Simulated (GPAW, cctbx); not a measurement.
## How far are the atoms of CuSiPtRh4 from free atoms?

Question: by how much does bonding change the X-ray structure factors of CuSiPtRh4, and what does a routine refinement make of it?

The cell comes from substitution in a known structure type and wasn't matched to any measured phase. All numbers below are calculated.

## 1. Find the equilibrium geometry

The density hangs on the geometry, so cell and atoms are relaxed first, with the symmetry held. The cutoff is set higher than for the density because stress converges slowly with plane waves.

Settings: GPAW 26.7.0, PBE, 570 eV, 5×5×3 k-points (along the axes of the calculation cell), Fermi–Dirac width 0.1 eV, BFGS to 0.03 eV/Å.

```text
cell
1.0
     3.681000000    0.000000000    0.000000000
     0.000000000    3.681000000    0.000000000
     0.000000000    0.000000000    6.629000000
Pt Rh Cu Si
1 4 1 1
Direct
0.000000000 0.000000000 0.000000000
0.500000000 0.000000000 0.702200000
0.500000000 0.000000000 0.297800000
0.000000000 0.500000000 0.702200000
0.000000000 0.500000000 0.297800000
0.500000000 0.500000000 0.000000000
0.000000000 0.000000000 0.500000000
```

```console
$ OMP_NUM_THREADS=1 mpirun -n 4 gpaw python run.py > gpaw.log
```

```text
BFGS:    0      -44.617788        3.187358
BFGS:    1      -45.042918        2.673306
BFGS:    2      -45.831543        1.216933
BFGS:    3      -45.991255        0.464575
...
BFGS:   12      -46.085345        0.127912
BFGS:   13      -46.088584        0.047747
BFGS:   14      -46.088961        0.004505
cell  3.9302 3.9302 6.6117  90.00 90.00 90.00
volume 102.129 A^3, largest force 0.001 eV/A, largest stress 0.05 GPa
```

The cell moved far, while the k-mesh and basis were chosen for the start, so the final shape may be somewhat biased.

After 14 steps the volume has changed by +13.7 % and the energy by -1.471 eV; the largest stress left is 0.05 GPa. It took 4.4 min on 4 cores of Arm Neoverse V1 (shared host), peak memory 1.3 GiB.

Relaxed structure: P4/mmm (no. 123), a = 3.9302 Å, b = 3.9302 Å, c = 6.6117 Å, α = 90.00°, β = 90.00°, γ = 90.00°.

```csv
atom,mult.,x,y,z
Pt1,1,0,0,0
Rh1,4,1/2,0,0.7118
Cu1,1,1/2,1/2,0
Si1,1,0,0,1/2
```

## 2. Density and charge transfer

X-rays see the whole electron density, so the PAW density is rebuilt with its core regions. Subtracting spherical free atoms from the same code cancels the cores and leaves the deformation density Δρ, the part due to bonding.

Settings: PBE, 450 eV, 6×6×4 k-points (along the axes of the calculation cell), Fermi–Dirac width 0.1 eV; primitive cell of 7 atoms.

```console
$ OMP_NUM_THREADS=1 mpirun -n 4 gpaw python run.py > gpaw.log
```

```text
|iter:   1|       0s |  -51.561473 | +0.41 |       |
|iter:   2|       2s |  -48.315850 | -1.04 | -1.02 |
|iter:   3|       4s |  -47.492134 | -2.16 | -1.18 |
...
|iter:  13|      23s |  -45.861586c| -6.46 | -4.63c|
|iter:  14|      25s |  -45.861592c| -6.94 | -4.86c|
|iter:  15|      27s |  -45.861590c| -7.66c| -5.48c|
```

```text
grid (40, 40, 70)  electrons 301.000  moved by bonding 1.727 e
deformation density beyond 0.5 A of the nuclei: max 0.236, min -0.350 e/A^3
atom        x       y       z   Voronoi charge  moment
Pt1    0.0000  0.0000  0.0000      0.052       0.00
Rh2    0.5000  0.0000  0.7118      0.024       0.00
Rh3    0.5000  0.0000  0.2882      0.024       0.00
Rh4    0.0000  0.5000  0.7118      0.024       0.00
Rh5    0.0000  0.5000  0.2882      0.024       0.00
Cu6    0.5000  0.5000  0.0000      0.027       0.00
Si7    0.0000  0.0000  0.5000     -0.175       0.00
mean inner potential of superposed free atoms 27.466 V
total magnetic moment 0.000 muB
```

Deformation density in a plane through the shortest contact of the Rh atom at the origin, in 0.01 e/Å³ (clipped at ±99); x from -1.6 to 4.0 Å, y from 2.4 down to -2.4 Å:

```text
  1  -4   .   .  -3   6   6  -4   .   . -11  -4   3   0  -7   .
  0  -6   .   .  -2   6   3 -18   .   .   6  -1   2   2   0   5
  0  -5  -4  -1   3   6   4  -5 -16  -9   4   3   2   1   1   0
  1   1   4   7   6   5   5   4   2   5   8   4   1   1   2   2
  1   2   4   5  -4  -8  -1   5   6   4   2  -2  -3   0   2   1
  2   2   0   5   . -33 -12   4   5  -2  -4   .  -6   1   6   3
  2   3  -4   1   .   .  -9   6   6  -3   .   .  -4   2   8   0
  0   3  -6 -22   .   9   3   5   4  -4  -6   .  -4   2   6  -3
  0   2  -2  -9 -10  -4  -1   2   2  -2  -3   0   3   5   6   3
  2   2   1   0   2   3   3   2   1   1   3   7   7   3   3   5
  2   2   2   2   2   0   0   1   1   2   2   3  -1 -16 -10   1
 -1   1   2   0  -4 -15  -2   4   0   3   0   1   .   . -32  -3
 -9   0   3  -3 -11   .   .  -4  -3   4   0  -9   .   .  -2   3
```

Atoms in or within 0.15 Å of the plane: Rh (3.2, -2.3), Rh (0.0, 0.0), Rh (1.6, 2.3), Si (2.4, 0.0), Si (-0.8, 2.3) Å. Dots mark points within about 0.45 Å of a nucleus; large values next to them are atomic features.

Si gains most (-0.17 e) and Pt loses most (+0.05 e), which isn't the order of electronegativity: valence and coordination count too, and Voronoi cells cut space at the midplane whatever the atoms' sizes. Such charges fall far short of formal ones, since overlapping free atoms already put density on their neighbours. Along the shortest contact from the Rh atom at the map's origin, Rh–Si at 2.41 Å, Δρ is +0.08 e/Å³ at the midpoint: a modest build-up. At the midpoints of other shortest contacts it is +0.04 (Pt–Rh, 2.74 Å) and +0.04 (Pt–Cu, 2.78 Å) e/Å³. Point values carry grid noise of about 0.01 e/Å³. The run needed 15 iterations, 37 s.

## 3. Structure factors

The Fourier components of Δρ, added to those of the free atoms, give the static X-ray structure factors; the Mott–Bethe relation turns them into the Fourier components V of the potential that fast electrons feel.

```text
static structure factors of the conventional cell: F in electrons, V (Mott-Bethe) in volts
   h  k  l      d  |F| table  |F| free   |F| DFT   change   |V| free  |V| DFT  change %
   0  0  1  6.6117    49.794    49.709    49.519   -0.190     1.092    1.465     34.2
   1  0  0  3.9302    57.329    57.360    57.468    0.108     3.910    3.835     -1.9
   1  0  1  3.3784    34.248    34.251    34.169   -0.083     0.383    0.426     11.1
   0  0  2  3.3058    31.920    31.872    31.876    0.004     3.353    3.351     -0.1
   1  1  0  2.7791    46.772    46.684    46.534   -0.150     4.269    4.321      1.2
   1  1  1  2.5620   115.157   114.900   114.528   -0.372     6.138    6.247      1.8
   1  0  2  2.5299    52.565    52.691    52.706    0.015     2.961    2.957     -0.1
   0  0  3  2.2039   168.496   168.151   167.558   -0.593     9.465    9.594      1.4
   1  1  2  2.1273   215.796   215.433   214.544   -0.889    13.257   13.438      1.4
   2  0  0  1.9651   224.417   224.063   223.153   -0.910    13.334   13.492      1.2
   1  0  3  1.9223    31.513    31.616    31.780    0.164     0.561    0.534     -4.8
   2  0  1  1.8837    42.830    42.635    42.498   -0.138     1.215    1.237      1.8
   2  1  0  1.7576    47.714    47.790    47.762   -0.028     2.109    2.113      0.2
   1  1  3  1.7268    10.932    11.105    11.053   -0.052     1.936    1.943      0.4
```

The largest X-ray change is -0.91 e on 200, 0.4 % of |F|. For electrons V goes as (Z − F)/g², so a change of F counts against Z − F, which is small at low angle and wherever the atoms' terms cancel: |V| of 001 moves by +34.2 % (1.09 to 1.47 V) against -0.4 % in |F|. The tabulated Hartree–Fock atoms differ from the free DFT atoms by up to 0.36 e, so the choice of reference atom matters too.

## 4. Refining ordinary atoms against data with bonding

Routine crystallography fits spherical atoms. To see the bias, intensities are simulated from tabulated atoms plus the DFT change ΔF, so that bonding alone can misfit (6676 reflections of the full sphere, merged to the counts below, to 0.4 Å, 1.5 % proportional noise plus counting noise, assumed isotropic U as listed, Δρ smeared by the mean U) and refined with cctbx over different ranges.

| range | data | R1 | GooF | U Pt1 (true 0.0024) | U Rh1 (true 0.003) | U Cu1 (true 0.0035) | U Si1 (true 0.0044) | largest shift (Å) | Δρ max, min (e/Å³) |
| --- | --- | --- | --- | --- | --- | --- | --- | --- | --- |
| all data | 553 | 0.0044 | 0.95 | 0.0024 | 0.0030 | 0.0035 | 0.0043 | 0.0000 | 0.55, -0.86 |
| low resolution, d > 0.84 | 80 | 0.0034 | 0.98 | 0.0024 | 0.0030 | 0.0035 | 0.0040 | 0.0003 | 0.25, -0.28 |
| high order, d < 0.75 | 447 | 0.0048 | 0.95 | 0.0024 | 0.0030 | 0.0035 | 0.0043 | 0.0001 | 0.60, -0.65 |
| occupancies free, d > 0.7 | 124 | 0.0034 | 0.94 | 0.0024 | 0.0030 | 0.0034 | 0.0039 | 0.0001 | 0.44, -0.31 |

With all data GooF is 0.95, so at this noise the bonding hardly shows; the top residual peak, near noise level, lies 1.62 Å from Si and 1.99 Å from Rh. No U is off by more than 3 s.u. at low resolution. With Pt1 held at 1 and the scale free, the other occupancies refine to Rh1 1.000(0.001), Cu1 0.998(0.003) and Si1 0.993(0.006), within three s.u. of full.

## 5. Answer

Bonding moves 1.73 e in the primitive cell of CuSiPtRh4 and changes the structure factors of the conventional cell in the table above by at most 0.91 e (200, 0.4 %), and among reflections above 2 % of the strongest by up to 0.5 % (103). The shortest bond, Rh–Si, has Δρ = +0.08 e/Å³ at its midpoint. With all data GooF is 0.95, so at this noise the bonding hardly shows. Limits: static density, frozen cores, no spin–orbit coupling.

[Outputs are excerpts: Python notices, other lines and further rows are left out; steps that failed or that the build refused (PBEsol, TPSS) are not shown.]

[Logs are printed without paths, hosts, clocks, repeated set-up lines and the standing remarks that a program may print on its own settings, such as how far it seeks lower states.]
